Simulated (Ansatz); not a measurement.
## TaSnO3 (Pm-3m): following an unstable mode

Wanted: the energy along a soft mode of TaSnO3 (Pm-3m) and the structure at the end.

Main program and level: Ansatz 0.2.0; DFT PBEsol, scalar-relativistic, plane waves, PAW; PAW set soft_1.

Most raw output is cut from this account.

### 1. Starting point

It takes space group Pm-3m (No. 221, cubic). The conventional cell has a = 4.024 Å, b = 4.024 Å, c = 4.024 Å, α = 90.00°, β = 90.00°, γ = 90.00°. Ta has 6 O at 2.01 Å nearest. Sn has 12 O at 2.85 Å nearest. Nearest to O lie 2 Ta at 2.01 Å. Farther neighbours and most contacts between anions are not listed.

### 2. The dispersion

The cell comes from relaxations at this level that are not shown. Stability and thermal properties need the whole zone. Linear response on a 4×4×4 q mesh gives force constants as far as a supercell of that size would.

Contents of input.yaml:

```yaml
crystal:
  lattice:
    - [4.0241795564, 0.0, 0.0]
    - [0.0, 4.0241795564, 0.0]
    - [0.0, 0.0, 4.0241795564]
  atoms:
    - { symbol: Ta, position: [0.5, 0.5, 0.5] }
    - { symbol: Sn, position: [0.0, 0.0, 0.0] }
    - { symbol: O, position: [0.0, 0.5, 0.5] }
    - { symbol: O, position: [0.5, 0.0, 0.5] }
    - { symbol: O, position: [0.5, 0.5, 0.0] }
kpoints:
  mp_grid: { grid: [12, 12, 12] }
hamiltonian:
  xc: pbesol
  pseudopotentials: { kind: paw, azcp: { folder: soft_1 }, xc_functional: pbe }
scf:
  occupations: { method: methfessel_paxton, width: 0.2 }
output:
  eigenvalues: true
phonons:
  method: dfpt
  qmesh: [4, 4, 4]
  temperatures: { t_max: 1000, t_step: 50 }
  qpath:
    path:
      - [[0.0, 0.0, 0.0], [0.0, 0.5, 0.0], [0.5, 0.5, 0.0], [0.0, 0.0, 0.0], [0.5, 0.5, 0.5], [0.0, 0.5, 0.0]]
      - [[0.5, 0.5, 0.5], [0.5, 0.5, 0.0]]
    npoints: 10
```

On the command line:

```
$ ansatz run input.yaml --threads 4 --pin off --max-ram 10240MiB --backend cpu --events-out ev --progress --plain --runs-dir out
```

It took 47 min on 4 threads of Arm Neoverse V1, shared host; peak memory 6.1 GiB.

Numbers from this step:

```
volume per atom                                         : 13.03 Å³
gap on the k-mesh                                       : 0 eV
sum-rule residual before enforcement                    : 7.66e-4 eV/Å²
lowest frequency on the path                            : -57.08 cm⁻¹
point group                                             : m-3m
highest frequency on the path or at a solved wavevector : 787.1 cm⁻¹
highest optical mode at the zone centre (no LO-TO term) : 557.8 cm⁻¹
lowest optical zone-centre mode                         : -33.44 cm⁻¹
lowest mode on the q mesh (acoustic modes at Γ apart)   : -55.97 cm⁻¹
```

Frequencies (cm⁻¹) solved at each irreducible wavevector; negative means imaginary. Frequencies by wavevector, by row:

```
q in reciprocal lattice units  star  mode 1  mode 2  mode 3  mode 4  mode 13  mode 14  mode 15
                        0 0 0     1   -33.4   -33.4   -33.4       0    557.8    557.8    557.8
                     0 0 0.25     6   -40.5   -40.5   -15.3   -15.3    525.6    525.6      594
                     0 0 -0.5     3   -25.2   -25.2    62.3    62.3    518.3    518.3    657.6
                  0 0.25 0.25    12     -56   -18.9   -13.8      47    506.6    588.1    599.8
                  0 0.25 -0.5    12   -26.2   -14.8    59.7    66.2    497.2    589.1    683.1
                  0 -0.5 -0.5     3    -8.6    24.8    24.8    41.8    486.5    644.8    723.1
               0.25 0.25 0.25     8     9.4     9.4    36.9   116.2    594.9    594.9    611.6
               0.25 0.25 -0.5    12   -14.7      17    25.7    85.5    597.6    604.2    704.4
               0.25 -0.5 -0.5     6   -13.7   -13.3    23.3    23.3      613    658.8    748.4
               -0.5 -0.5 -0.5     1    24.8    24.8    24.8    36.4    672.1    672.1    787.1
```

Interpolated from a 4×4×4 q mesh. The phonon branches at the labelled points (cm⁻¹):

```
    point  branch 1  branch 2  branch 3  branch 4  branch 12  branch 13  branch 14  branch 15
        Γ       -33       -33       -33         0        269        558        558        558
  halfway       -40       -40       -15       -15        260        526        526        594
        X       -25       -25        62        62        319        518        518        658
  halfway       -26       -15        60        66        323        497        589        683
        M        -9        25        25        42        325        486        645        723
  halfway       -56       -19       -14        47        280        507        588        600
        Γ       -33       -33       -33         0        269        558        558        558
  halfway         9         9        37       116        299        595        595        612
        R        25        25        25        36        271        672        672        787
  halfway       -15        17        26        85        312        598        604        704
        X       -25       -25        62        62        319        518        518        658
jump to R        25        25        25        36        271        672        672        787
  halfway       -14       -13        23        23        296        613        659        748
        M        -9        25        25        42        325        486        645        723
```

Symmetry leaves 10 wavevectors to solve. The lowest mode among them, the acoustic zeros apart, lies at q = (0, 0.25, 0.25) and is imaginary, 56.0i cm⁻¹, so the energy falls along it.

### 3. The mode frozen in, largest atomic shift 0 Å

The mode followed lies at Γ with frequency 33.4i cm⁻¹ and is 3-fold degenerate, one of the unstable modes though not the softest. At small amplitude the distorted cell has space group no. 99 by a symmetry search on the positions. The undistorted cell that holds it gives the zero of energy on the same k mesh.

input.yaml, the sections that differ from step 2:

```yaml
output:
  forces: true
  stress: true
  eigenvalues: true
# crystal, kpoints, hamiltonian, scf: as in step 2
# phonons: removed
```

Run time: 2.8 s. Hardware: 4 threads; peak memory 0.46 GiB.

This run has no spin polarisation although its electron count is odd.

This step gave:

- pressure: -0.007991 GPa
- energy from the undistorted cell: 0 meV/atom

### 4. The mode frozen in, largest atomic shift 0.14 Å

The atoms are moved along the unstable eigenvector, the largest shift by 0.14 Å, with the cell fixed.

input.yaml, the sections that differ from step 3:

```yaml
crystal:
  lattice:
    - [4.0241795564, 0.0, 0.0]
    - [0.0, 4.0241795564, 0.0]
    - [0.0, 0.0, 4.0241795564]
  atoms:
    - { symbol: Ta, position: [0.5, 0.4845313064, 0.5] }
    - { symbol: Sn, position: [0.0, 0.0347897001, 0.0] }
    - { symbol: O, position: [0.0, 0.4683609565, 0.5] }
    - { symbol: O, position: [0.5, -0.0199057362, 0.5] }
    - { symbol: O, position: [0.5, 0.4683609565, 0.0] }
# kpoints, hamiltonian, scf, output: as in step 3
```

The job ended after 13 s (4 threads; peak memory 0.64 GiB; 50 s of CPU time).

This step gave:

```
pressure                         : 0.7144 GPa
energy from the undistorted cell : -0.931 meV/atom
```

The energy, extrapolated to zero smearing, is -0.93 meV/atom against the undistorted cell.

The run ends at a pressure of 0.71 GPa, with forces up to 0.037 eV/Å.

### 5. Energy along the mode, all amplitudes (two of the runs are shown above)

An imaginary frequency means negative curvature, so the energy should fall and then rise again as anharmonic terms take over.

This step gave:

```
depth at the lowest point sampled  : 0.931 meV/atom
largest atomic shift at that point : 0.14 Å
```

Table of energy from the parent by largest atomic shift:

```
largest atomic shift (Å)  energy from the parent (meV/atom)
                   0.000                                  0
                   0.040                             -0.115
                   0.080                             -0.419
                   0.140                             -0.931
                   0.220                             -0.164
                   0.320                               9.54
```

Displacement at unit largest shift by atom:

```
atom  x (Å)  y (Å)  z (Å)  size
 Ta1   0.00  -0.45   0.00  0.45
 Sn2   0.00   1.00   0.00  1.00
  O3   0.00  -0.91   0.00  0.91
  O4   0.00  -0.57   0.00  0.57
  O5   0.00  -0.91   0.00  0.91
```

The lowest of the steps tried is at 0.14 Å, 0.931 meV/atom below the parent; the bottom of the well need not coincide with a step.

### 6. Relaxing from the distorted cell

Starting from the lowest point found, all atoms and the cell are let go, so that strain and other modes of the same symmetry can join in.

input.yaml, as its differences from that of step 4:

```diff
@@ -22 +22,6 @@
   eigenvalues: true
+relax:
+  adjacent_minimum: "off"
+  f_tol: 0.002
+  max_steps: 120
+  cell: { stress_tol: 0.03 }
```

Wall time 2.1 min (4 threads); peak memory 0.7 GiB.

The steps of the relaxation:

```
step  energy less that of the first step (eV)  largest force component (eV/Å)  pressure (GPa)  volume (Å³)
   1                                   0.0000                          0.0366            0.71        65.17
   2                                  -0.0007                          0.0264           -0.24        65.50
   3                                  -0.0013                          0.0374           -0.08        65.48
   4                                  -0.0022                          0.0910            0.20        65.53
   5                                  -0.0022                          0.0762            0.09        65.63
   6                                  -0.0024                          0.0113           -0.03        65.66
   7                                  -0.0024                          0.0002            0.00        65.64
  8*                                  -0.0035                          0.0003            0.03        65.64
   9                                  -0.0035                          0.0001            0.00        65.65
 10*                                  -0.0035                          0.0001            0.00        65.65
```

Relaxation steps marked * repeat the geometry before them on a plane-wave basis chosen anew for their cell, so energy and pressure can jump there.

Forces are held to the 8 operations that the run works with; a distortion that breaks them can't arise in this run.

```
conventional cell, symmetrised  before  after  change
                         a (Å)   4.024  4.046  +0.5 %
                         b (Å)   4.024  4.046  +0.5 %
                         c (Å)   4.024  4.011  -0.3 %
              volume (Å³/atom)   13.03  13.13  +0.7 %
```

The atoms that moved most (Å, as changes of fractional coordinates times the final cell):

```
atom     dx      dy     dz  length
 Sn2  0.000   0.085  0.000   0.085
  O3  0.000  -0.029  0.000   0.029
  O5  0.000  -0.029  0.000   0.029
  O4  0.000  -0.016  0.000   0.016
 Ta1  0.000  -0.011  0.000   0.011
```

The relaxed structure:

```xyz
5
Lattice="4.0459 0.0000 0.0000 0.0000 4.0108 0.0000 0.0000 0.0000 4.0459" Properties=species:S:1:pos:R:3 pbc="T T T"
Ta    2.0230    1.9324    2.0230
Sn    0.0000    0.2243    0.0000
O     0.0000    1.8497    2.0230
O     2.0230   -0.0959    2.0230
O     2.0230    1.8497    0.0000
```

Numbers from this step:

| Property | Result |
| --- | --- |
| pressure | 0.002118 GPa |
| volume per atom | 13.13 Å³ |

The distorted start has space group P4mm; the relaxation ends in P4mm.

### 7. The new phase in its own primitive cell

The relaxed structure is symmetrised, reduced to its primitive cell and relaxed tightly, as its phonons need.

input.yaml, the sections that differ from step 6:

```yaml
crystal:
  lattice:
    - [4.0459026907, 0.0, 0.0]
    - [0.0, 4.0459026907, 0.0]
    - [0.0, 0.0, 4.010816957]
  atoms:
    - { symbol: Ta, position: [0.5, 0.5, 0.5182112175] }
    - { symbol: Sn, position: [0.0, 0.0, 0.9440663357] }
    - { symbol: O, position: [0.0, 0.5, 0.5388336393] }
    - { symbol: O, position: [0.5, 0.5, 0.0239179848] }
    - { symbol: O, position: [0.5, 0.0, 0.5388336393] }
kpoints:
  mp_grid: { grid: [10, 10, 10] }
relax:
  adjacent_minimum: "off"
  f_tol: 0.001
  max_steps: 60
  cell: { stress_tol: 0.01 }
# hamiltonian, scf, output: as in step 6
```

Wall time 89 s (4 threads); peak memory 0.6 GiB; 5.8 min of CPU time.

The steps of the relaxation:

```
step  energy less that of the first step (eV)  largest force component (eV/Å)  pressure (GPa)  volume (Å³)
   1                                   0.0000                          0.0225            0.01        65.65
   2                                  -0.0002                          0.0152           -0.01        65.64
   3                                  -0.0003                          0.0199           -0.02        65.62
   4                                  -0.0008                          0.0388            0.00        65.54
   5                                  -0.0007                          0.0143           -0.39        65.61
   6                                  -0.0013                          0.0136            0.00        65.42
   7                                  -0.0014                          0.0015            0.00        65.41
   8                                  -0.0014                          0.0001            0.00        65.40
  9*                                  -0.0008                          0.0001           -0.01        65.40
  10                                  -0.0008                          0.0003            0.00        65.39
 11*                                  -0.0008                          0.0003            0.00        65.39
```

Relaxation steps marked * repeat the geometry before them on a plane-wave basis chosen anew for their cell, so energy and pressure can jump there.

The run keeps the 8 symmetry operations that it works with, so distortions that break them were not tested.

```
conventional cell, symmetrised  before  after  change
                         a (Å)   4.046  4.035  -0.3 %
                         b (Å)   4.046  4.035  -0.3 %
                         c (Å)   4.011  4.017  +0.2 %
              volume (Å³/atom)   13.13  13.08  -0.4 %
```

The atoms that moved most (Å, as changes of fractional coordinates times the final cell):

```
atom     dx     dy      dz  length
 Sn2  0.000  0.000   0.086   0.086
  O3  0.000  0.000  -0.031   0.031
  O5  0.000  0.000  -0.031   0.031
  O4  0.000  0.000  -0.015   0.015
 Ta1  0.000  0.000  -0.008   0.008
```

The relaxed structure:

```cif
data_structure
_symmetry_space_group_name_H-M 'P 1'
_symmetry_Int_Tables_number 1
_cell_length_a 4.0346
_cell_length_b 4.0346
_cell_length_c 4.0171
_cell_angle_alpha 90.000
_cell_angle_beta 90.000
_cell_angle_gamma 90.000
_cell_volume 65.39
loop_
_atom_site_label
_atom_site_type_symbol
_atom_site_fract_x
_atom_site_fract_y
_atom_site_fract_z
_atom_site_occupancy
Ta1 Ta 0.50000 0.50000 0.51621 1
Sn2 Sn 0.00000 0.00000 0.96539 1
O3 O 0.00000 0.50000 0.53100 1
O4 O 0.50000 0.50000 0.02026 1
O5 O 0.50000 0.00000 0.53100 1
```

Numbers from this step:

| Item | Value |
| --- | --- |
| pressure | 0.002062 GPa |
| volume per atom | 13.08 Å³ |

The largest force component left is 0.26 meV/Å and the pressure is 0.002 GPa, within the tolerances set. The cell now holds 13.08 Å³/atom.

### 8. Modes of the new phase, k-mesh 10×10×10

A relaxed structure may still be a saddle point, so its zone-centre modes are computed. No field response is asked, since the mesh shows no gap.

input.yaml, the sections that differ from step 7:

```yaml
crystal:
  lattice:
    - [4.0346466058, 0.0, 0.0]
    - [0.0, 4.0346466058, 0.0]
    - [0.0, 0.0, 4.0171057587]
  atoms:
    - { symbol: Ta, position: [0.5, 0.5, 0.5162074854] }
    - { symbol: Sn, position: [0.0, 0.0, 0.9653928479] }
    - { symbol: O, position: [0.0, 0.5, 0.5310031244] }
    - { symbol: O, position: [0.5, 0.5, 0.0202562345] }
    - { symbol: O, position: [0.5, 0.0, 0.5310031244] }
output:
  eigenvalues: true
phonons:
  method: dfpt
# kpoints, hamiltonian, scf: as in step 7
# relax: removed
```

Elapsed: 2.2 min, on 4 threads; peak memory 1.4 GiB; 8.4 min of CPU time.

Numbers from this step:

```
sum-rule residual before enforcement                    : 7.53e-4 eV/Å²
point group                                             : 4mm
highest optical mode at the zone centre (no LO-TO term) : 556.5 cm⁻¹
lowest optical zone-centre mode                         : -14.08 cm⁻¹
```

Patterns of degenerate modes are one choice out of their space. Modes at Γ, with each element's share of the kinetic energy (negative means imaginary):

```
mode  frequency (cm⁻¹)  symmetry  Ta %  Sn %  O %
   1             -14.1         E    20    64   16
   2             -14.1         E    20    64   16
   3               0.0  acoustic    52    34   14
   4               0.0  acoustic    52    34   14
   5               0.0  acoustic    52    34   14
   6              36.3        A1    21    64   15
   7             259.6        A1    24     1   74
   8             263.7         E    22     2   77
   9             263.7         E    22     2   77
  10             273.0         E     3     0   96
  11             273.0         E     3     0   96
  12             274.2        B1     0     0  100
  13             545.0         E     3     0   97
  14             545.0         E     3     0   97
  15             556.5        A1     3     0   97
```

Displacements in mode 1 (-14.1 cm⁻¹), the largest set to 1:
```
Ta1 -0.45  0.02  0.00
Sn2  1.00 -0.04  0.00
O3  -0.57  0.04  0.00
O4  -0.89  0.04  0.00
O5  -0.88  0.03  0.00
```

Displacements in mode 15 (556.5 cm⁻¹), the largest set to 1:
```
Ta1  0.00  0.00 -0.06
Sn2  0.00  0.00  0.00
O3   0.00  0.00 -0.18
O4   0.00  0.00  1.00
O5   0.00  0.00 -0.18
```

Before it was imposed, the acoustic sum rule was missed by 7.5e-4 eV/Å². Small misses are needed for a sound result but don't prove that mesh and cutoff are converged. The lowest optical mode is imaginary, 14.1i cm⁻¹, so the energy falls along it.

### 9. What came out

| Quantity | Value |
| --- | --- |
| unstable mode of the parent | q = (0, 0, 0), 33i cm⁻¹ |
| depth at the lowest point sampled | 0.931 meV/atom |
| largest atomic shift at that point | 0.14 Å |
| space group reached (within 0.01 Å) | P4mm |
| energy gained over the parent (first relaxation, on the mesh of the frozen mode) | 1.72 meV/atom |
| volume per atom, phase reached | 13.1 Å³ |
| lowest optical zone-centre mode, phase reached | -14.1 cm⁻¹ |
| highest optical mode at the zone centre (no LO-TO term), phase reached | 557 cm⁻¹ |

What this shows: Along this mode the structure falls into P4mm, 1.72 meV/atom below the parent. At the parent's cell the well is 0.931 meV/atom deep on the steps tried, with its lowest point at a shift of 0.14 Å. Relaxing atoms and cell changes the gain by +0.79 meV/atom against the lowest step (energies at zero smearing). The new phase still has an imaginary mode at the zone centre of its cell, so it is a saddle point on the way to a lower structure. How so shallow a well moves with the k mesh was not tested. Of the 5 patterns followed to their end from this parent, this one ends 0.774 meV/atom above the lowest, R3m. Another end point lies within 1 meV/atom; how such a difference moves with mesh and cutoff was not tested. Each path keeps the symmetry of its pattern, so a lower phase may lie along a pattern not tried. With no gap, or one that is small against the smearing, the frequencies hang on the k mesh and the smearing, most of all near Kohn anomalies. The phonon runs are without spin polarisation, although the cell has an odd electron count. Spin-orbit coupling is left out, which can matter for the heavy elements here. The PAW files were made for PBE and serve the other functionals too.

[Logs are printed without paths, hosts, clocks, repeated set-up lines and the standing remarks that a program may print on its own settings, such as how far it seeks lower states.]

[Hosts, paths, dates, database ids (printed as entryN), source tags and the programs' standing remarks are cut or masked in the printed files.]
